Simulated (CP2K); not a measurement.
Consider 5-acetylpyrimidine at its PBE geometry (Å).

```xyz
15

C    -2.3429   -0.6068    0.0829
C    -1.3647    0.4055   -0.4699
O    -1.7463    1.3453   -1.1658
C     0.0958    0.2509   -0.1592
C     1.0118    1.1905   -0.6597
N     2.3282    1.1197   -0.4243
C     2.7251    0.0788    0.3317
N     1.9554   -0.8808    0.8701
C     0.6408   -0.7824    0.6140
H    -2.3079   -0.6294    1.1820
H    -2.1006   -1.6199   -0.2703
H    -3.3516   -0.3377   -0.2449
H     0.6484    2.0221   -1.2669
H     3.7973    0.0075    0.5313
H     0.0113   -1.5631    1.0490
```

Method: CP2K XAS_TDP, all-electron GAPW, PBEh(45%), aug-cc-pVDZ, TDA, GW2X-corrected core level, no relativity.

**Question.** Predict the bright core excitations at the C K edge.

Leading lines: C1 291.13 eV, C2 288.18 eV, C4 286.65 eV, C5 287.09 eV and C7 287.42 eV. The leading line of an atom is its first one with 35 % of the strongest within 2.5 eV of its lowest line over the strength cut. Core ionisation energies at this level: C4 292.57, C5 293.95, C7 294.17, C1 292.92 and C2 295.53 eV.

The first six lines of each atom with a strength over 0.0015:

```csv
atom,energy (eV),states,"strength, one atom",above the computed threshold
C1 (bonded to C and 3 H),290.19,1,0.0028,
,290.51,1,0.0062,
,291.13,1,0.0154,
,291.47,1,0.0223,
,291.83,1,0.0056,
,292.38,1,0.0031,
C2 (bonded to 2 C and O),288.18,1,0.0624,
,293.01,1,0.0099,
,294.60,1,0.0036,
,295.12,1,0.0024,
,295.56,1,0.0059,yes
,295.93,1,0.0017,yes
C4 (bonded to 3 C),286.65,1,0.0319,
,289.73,1,0.0193,
,291.68,1,0.0022,
,292.07,1,0.0038,
,292.64,1,0.0026,yes
,293.33,1,0.0029,yes
"C5 (bonded to C, N and H)",287.09,1,0.0593,
,292.23,1,0.0063,
,292.87,1,0.0074,
,293.25,1,0.0023,
,294.55,1,0.0071,yes
,294.76,1,0.0063,yes
C7 (bonded to 2 N and H),287.42,1,0.0594,
,292.21,1,0.0128,
,292.35,1,0.0052,
,292.96,1,0.0033,
,293.53,1,0.0026,
,294.89,1,0.0077,yes
```

Lines are vertical, at one geometry, with no vibrational structure. GW2X ionisation energies and lines can be off by 1 to 2 eV either way, and a good line position may hide errors that cancel. Atoms with the same bonds but other surroundings in this conformer are left out. These values hold no scalar relativity, about 0.1 eV for C 1s. Rydberg lines, and the discretised continuum above threshold, depend on the basis and the box.

[Banner, clock and machine lines of the logs are left out without a mark of their own.]

[Logs are printed without paths, hosts, clocks, repeated set-up lines and the standing remarks that a program may print on its own settings, such as how far it seeks lower states.]

[Hosts, paths, dates, database ids (printed as entryN), source tags and the programs' standing remarks are cut or masked in the printed files.]
